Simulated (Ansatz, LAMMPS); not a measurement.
**Glassy 75SiO2-11Al2O3-11K2O-2BeO (mol %) (141 atoms), the frame at 24 fs of a trajectory (instantaneous temperature 734 K)**

The starting structure: 141 atoms (33 Si, 10 Al, 10 K, 1 Be, 87 O) placed at random at 2.41 g/cm³, melted at 4000 K for 10 ps at fixed volume with the Morse and Coulomb pair potential with partial charges (Pedone, Malavasi, Menziani, Cormack and Segre, J. Phys. Chem. B 110, 11780 (2006)). Quenched from 4000 K to 300 K at 50 K/ps and fixed volume, held 10 ps at zero pressure.

Calculated values (Ansatz 0.2.0, Kohn-Sham DFT, r2SCAN, PAW (set soft_2), plane waves; cutoff 500 eV, Γ point, gaussian smearing of 0.05 eV; density 2.54 g/cm³) for the frame at 24 fs of a trajectory (instantaneous temperature 734 K).

Cell vectors (Å):

```
12.494 0.000 0.000
0.000 12.494 0.000
0.000 0.000 12.494
```

Positions (Å):

```
1 Si 8.797 11.869 0.186
2 Si 11.940 1.401 7.580
3 Si 5.246 9.904 10.410
4 Si 8.778 9.052 4.804
5 Si 12.019 6.902 6.381
6 Si 12.014 0.784 10.315
7 Si 3.141 4.992 5.438
8 Si 2.607 10.235 4.559
9 Si 0.615 11.069 6.880
10 Si 8.095 4.029 6.613
11 Si 3.211 2.260 2.074
12 Si 10.195 7.469 2.711
13 Si 1.736 7.267 4.152
14 Si 5.543 2.661 0.294
15 Si 10.495 9.347 7.333
16 Si 4.737 11.252 5.848
17 Si 3.662 1.583 6.550
18 Si 0.693 9.027 11.127
19 Si 4.019 0.912 9.396
20 Si 5.377 7.735 0.016
21 Si 10.033 2.168 1.400
22 Si 1.234 6.903 9.084
23 Si 5.755 5.178 10.857
24 Si 8.341 8.847 0.446
25 Si 2.412 10.727 9.479
26 Si 8.721 1.026 7.119
27 Si 10.351 3.033 11.137
28 Si 8.784 12.251 4.225
29 Si 5.635 3.372 5.112
30 Si 5.673 12.166 0.175
31 Si 0.525 4.635 11.531
32 Si 7.352 6.335 8.672
33 Si 2.127 1.915 11.813
34 Al 10.528 4.750 4.585
35 Al 6.422 11.737 8.572
36 Al 0.462 6.965 1.284
37 Al 7.524 2.161 2.697
38 Al 0.224 3.081 2.781
39 Al 0.726 2.699 5.336
40 Al 10.705 10.646 10.411
41 Al 8.171 9.083 9.678
42 Al 4.252 6.118 8.403
43 Al 4.547 12.199 3.270
44 K 5.935 9.477 2.861
45 K 5.321 7.504 5.607
46 K 2.883 9.969 0.895
47 K 3.357 5.639 1.570
48 K 10.820 4.353 8.002
49 K 1.869 3.665 8.556
50 K 7.569 5.683 3.450
51 K 7.345 1.972 9.842
52 K 9.419 5.761 11.412
53 K 11.524 10.576 1.950
54 Be 11.498 0.858 3.858
55 O 0.401 7.499 5.111
56 O 2.893 6.977 9.102
57 O 1.497 6.614 2.671
58 O 7.234 5.368 10.137
59 O 7.935 12.431 8.157
60 O 11.071 7.844 7.342
61 O 1.566 3.458 12.118
62 O 11.938 4.119 3.878
63 O 11.636 9.519 11.415
64 O 11.571 4.083 10.913
65 O 5.080 2.089 5.949
66 O 12.003 2.728 6.573
67 O 5.751 3.706 11.442
68 O 5.082 11.104 11.556
69 O 2.897 12.238 9.620
70 O 6.900 2.640 1.171
71 O 7.831 0.493 3.114
72 O 9.468 11.671 11.171
73 O 10.902 1.415 11.268
74 O 1.343 10.768 5.502
75 O 4.004 9.831 5.435
76 O 7.247 12.281 0.016
77 O 6.706 10.047 9.489
78 O 5.263 8.372 10.944
79 O 11.093 5.706 5.926
80 O 11.934 11.720 9.768
81 O 9.854 9.729 8.993
82 O 4.400 3.076 1.302
83 O 6.706 8.557 0.701
84 O 8.016 2.572 7.475
85 O 1.816 4.201 5.135
86 O 9.116 7.575 1.251
87 O 9.119 2.801 2.519
88 O 1.157 8.229 0.065
89 O 2.014 3.268 2.458
90 O 1.586 10.587 8.058
91 O 8.196 5.305 7.724
92 O 0.213 1.652 4.054
93 O 8.285 7.684 8.783
94 O 0.937 1.004 11.152
95 O 9.261 9.415 6.365
96 O 0.296 5.584 0.223
97 O 3.385 1.869 10.660
98 O 6.520 4.233 6.057
99 O 9.822 6.013 3.387
100 O 2.181 1.797 5.966
101 O 12.489 1.782 9.048
102 O 8.917 10.387 0.972
103 O 4.536 5.205 9.807
104 O 9.423 0.650 0.975
105 O 3.972 9.944 9.360
106 O 4.403 4.341 4.550
107 O 2.960 11.370 3.405
108 O 9.399 3.401 9.951
109 O 11.591 2.278 1.652
110 O 2.190 8.905 3.854
111 O 8.575 10.628 4.192
112 O 3.809 1.405 3.291
113 O 2.615 1.330 0.785
114 O 4.250 7.877 1.028
115 O 10.386 0.015 3.791
116 O 9.242 3.942 5.497
117 O 2.960 6.594 4.910
118 O 5.369 1.188 12.053
119 O 1.055 5.544 10.238
120 O 11.641 7.713 2.152
121 O 5.122 11.564 1.574
122 O 10.238 1.041 7.552
123 O 8.477 0.264 5.739
124 O 3.911 1.994 8.122
125 O 5.650 10.906 7.095
126 O 3.741 5.329 6.937
127 O 5.848 6.684 7.937
128 O 8.516 8.845 11.398
129 O 9.875 3.295 0.117
130 O 5.623 11.655 4.427
131 O 3.727 12.415 6.222
132 O 5.804 6.114 12.287
133 O 5.494 0.398 9.525
134 O 7.435 8.213 4.628
135 O 1.680 10.334 10.903
136 O 11.723 10.305 7.017
137 O 6.418 3.039 3.811
138 O 10.016 8.656 3.820
139 O 0.147 0.139 6.936
140 O 0.402 6.458 7.731
141 O 0.550 8.287 9.770
```

**Question.** What force acts on each atom?

Columns: atom, fx, fy, fz (forces in eV/Å).

```
1 0.434 0.164 -1.438
2 -3.462 0.469 -2.174
3 -0.971 -0.119 -0.412
4 -1.757 3.039 -0.143
5 -0.064 0.049 0.779
6 3.129 -0.827 0.689
7 1.427 0.732 0.261
8 0.214 2.150 0.276
9 -0.071 1.067 0.301
10 -2.113 -0.044 1.502
11 -1.020 -0.853 -0.121
12 -1.805 -1.558 -0.469
13 -1.223 2.469 -1.585
14 3.098 0.202 -1.947
15 -0.626 -0.317 3.097
16 3.587 -0.103 -0.429
17 -0.732 -2.333 -1.943
18 -1.882 0.532 5.189
19 -3.353 2.167 2.440
20 2.900 -0.538 -1.245
21 -1.066 0.785 -2.491
22 1.593 -1.386 2.313
23 -0.116 0.123 0.881
24 -0.259 -0.018 2.164
25 2.071 -0.278 -0.922
26 -2.435 -1.095 2.367
27 0.280 -1.695 -1.540
28 -0.662 -0.787 -1.488
29 -2.618 -1.145 -1.721
30 -0.508 0.545 -0.535
31 -0.114 -0.770 -2.294
32 -1.238 -0.445 -0.966
33 0.439 -0.960 -1.151
34 -0.309 1.596 -0.742
35 0.206 -1.565 -2.887
36 0.435 1.185 -1.105
37 -0.933 0.159 0.907
38 0.760 -1.234 -1.157
39 2.893 1.283 0.607
40 -0.456 -0.380 -0.193
41 2.147 0.988 0.714
42 -0.241 0.257 -0.296
43 -2.189 2.062 -2.540
44 0.121 -0.021 0.622
45 -0.037 0.137 0.341
46 0.067 0.467 0.299
47 0.735 -1.103 -0.365
48 -0.297 0.361 1.101
49 0.406 -0.015 -0.043
50 -1.596 -0.400 -0.224
51 0.337 0.786 0.942
52 -0.004 0.504 0.388
53 -0.169 -0.214 0.069
54 0.857 0.836 0.162
55 0.076 -0.673 0.956
56 -2.998 0.857 -1.458
57 -0.449 0.836 1.184
58 -0.963 2.429 -1.998
59 0.338 1.631 -0.280
60 -0.151 0.842 -1.065
61 -0.242 0.069 -1.903
62 0.173 -0.536 0.061
63 0.348 0.722 -0.117
64 2.749 0.448 0.473
65 -0.472 0.804 -0.639
66 0.837 -1.482 1.319
67 -0.259 -2.744 2.520
68 0.190 -1.903 -1.159
69 0.320 0.606 -1.239
70 -1.028 -0.257 -1.212
71 0.225 -0.423 1.381
72 -0.236 -0.972 1.414
73 -0.444 1.411 -1.296
74 0.872 -0.530 -1.122
75 -1.977 1.041 -0.610
76 1.346 -1.257 0.040
77 -1.816 1.882 0.898
78 0.324 0.097 1.486
79 0.588 0.470 -0.058
80 -0.718 2.321 0.674
81 0.393 0.257 -0.873
82 -1.262 1.071 0.176
83 1.052 -0.039 -0.521
84 1.325 -0.620 -2.254
85 -1.112 -0.180 1.106
86 0.550 1.644 1.487
87 0.532 0.390 1.359
88 -0.938 0.249 -1.174
89 -1.531 -0.117 0.221
90 1.145 -0.417 1.970
91 0.447 -1.392 -1.557
92 -0.123 0.113 -1.043
93 -1.642 -2.827 0.071
94 0.112 0.006 0.988
95 -0.761 -0.308 -1.427
96 -0.611 1.733 2.873
97 -1.003 0.633 0.264
98 3.340 1.689 1.863
99 1.777 0.631 -0.114
100 0.470 1.341 1.235
101 -1.353 -0.296 -0.588
102 -0.720 -0.971 -0.192
103 1.168 -0.361 1.479
104 1.446 0.331 0.058
105 -1.142 0.842 0.963
106 -0.676 0.560 1.131
107 0.214 -1.834 1.300
108 0.056 -0.464 0.419
109 1.635 -0.481 1.167
110 -1.062 -3.433 -0.831
111 -0.167 -0.017 0.321
112 0.937 -1.150 -1.121
113 -0.168 0.320 -0.497
114 -1.202 0.580 0.951
115 -1.288 -0.643 0.440
116 -0.723 0.269 0.145
117 0.205 -1.058 -0.137
118 -0.685 -0.162 1.996
119 -0.130 0.926 -1.189
120 0.719 -0.090 -1.094
121 -0.241 1.806 0.603
122 3.401 0.810 0.607
123 0.394 1.052 -0.965
124 -0.855 -1.822 0.802
125 1.209 1.173 1.921
126 -1.199 -1.109 -0.745
127 2.353 -0.120 1.919
128 0.314 -0.358 -2.688
129 -1.197 -0.900 2.203
130 -1.042 -0.714 2.623
131 -0.488 1.270 0.937
132 -0.729 0.960 -1.613
133 0.633 -1.469 -1.150
134 1.500 0.008 -0.072
135 0.578 -0.744 -1.022
136 -0.779 -0.275 -0.189
137 2.040 -1.089 -1.440
138 0.237 -0.947 -0.334
139 0.886 -0.755 -0.153
140 2.100 -0.531 0.571
141 1.215 -3.572 -3.279
```

The quench rate of 50 K/ps is many orders above laboratory rates, so the cell is likely richer in defects and strain than a real sample. The network of bonds at the start is that of the classical potential that made the cell, and needn't be the one that DFT or experiment would give. Only the Γ point is sampled, in a cell whose shortest periodic width is 12 Å.

The r.m.s. force component is 1.29 eV/Å; the longest force, 5.54 eV/Å, acts on Si18. The energy lies 27.5 meV/atom above that of the first step of this run.

[Logs are printed without paths, hosts, clocks, repeated set-up lines and the standing remarks that a program may print on its own settings, such as how far it seeks lower states.]

[Hosts, paths, dates, database ids (printed as entryN), source tags and the programs' standing remarks are cut or masked in the printed files.]
